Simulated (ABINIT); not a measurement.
Planning a run of ABINIT 10.8.3 on SrIBr (Pnma). The input:

```
acell 3*1.0 Angstrom
rprim 
  8.169106000000 0.000000000000 0.000000000000
  0.000000000000 5.131914000000 0.000000000000
  0.000000000000 0.000000000000 11.030852000000
ntypat 3
znucl 38 53 35
natom 12
typat 1 1 1 1 2 2 2 2 3 3 3 3
xred 
  0.280131000000 0.750000000000 0.421100000000
  0.780131000000 0.750000000000 0.078900000000
  0.719869000000 0.250000000000 0.578900000000
  0.219869000000 0.250000000000 0.921100000000
  0.367160000000 0.750000000000 0.109521000000
  0.867160000000 0.750000000000 0.390479000000
  0.632840000000 0.250000000000 0.890479000000
  0.132840000000 0.250000000000 0.609521000000
  0.517796000000 0.750000000000 0.637160000000
  0.017796000000 0.750000000000 0.862840000000
  0.482204000000 0.250000000000 0.362840000000
  0.982204000000 0.250000000000 0.137160000000
pp_dirpath "pseudos"
pseudos "Sr.upf, I.upf, Br.upf"
ecut 31
ngkpt 2 2 1
nshiftk 1
shiftk 0 0 0
kptopt 1
chksymbreak 0
istwfk *1
occopt 1
irdwfk 1
optdriver 4
nband 298
gwcalctyp 10
ecutsigx 31
symsigma 1
nkptgw 4
kptgw 
  0.0000000000 0.0000000000 0.0000000000
  0.5000000000 0.0000000000 0.0000000000
  0.0000000000 0.5000000000 0.0000000000
  0.5000000000 0.5000000000 0.0000000000
bdgw 
  25 60
  25 60
  25 60
  25 60
ecuteps 3.3
irdscr 1
ppmodel 1
indata_prefix "in"
outdata_prefix "out"
tmpdata_prefix "tmp"
```

```sh
OMP_NUM_THREADS=1 mpirun -n 4 abinit run.abi > log
```

Q: How long will it take on 4 MPI ranks of Arm Neoverse V2, shared host, and how much memory?

It took 23 min; on shared hardware allow 11 min to 46 min. Peak host memory was 7.4 GiB.

[Paths, hosts, dates, memory and timing lines, banners, echoed tables and standing remarks are left out of the program output.]

[Logs are printed without paths, hosts, clocks, repeated set-up lines and the standing remarks that a program may print on its own settings, such as how far it seeks lower states.]

[Runs of the session that timed out or met a known fault of the program may be left out.]

[Hosts, paths, dates, database ids (printed as entryN), source tags and the programs' standing remarks are cut or masked in the printed files.]

[G0W0 gaps are taken among the corrected bands and points alone; a level outside them can change the order at an edge.]

[Where Ansatz stands beside ABINIT at settings called matched, ABINIT's density can come from a denser mesh and the files from another edition; pairs whose starting gaps differed by over 0.03 eV were left out, so agreement reads better than it is.]
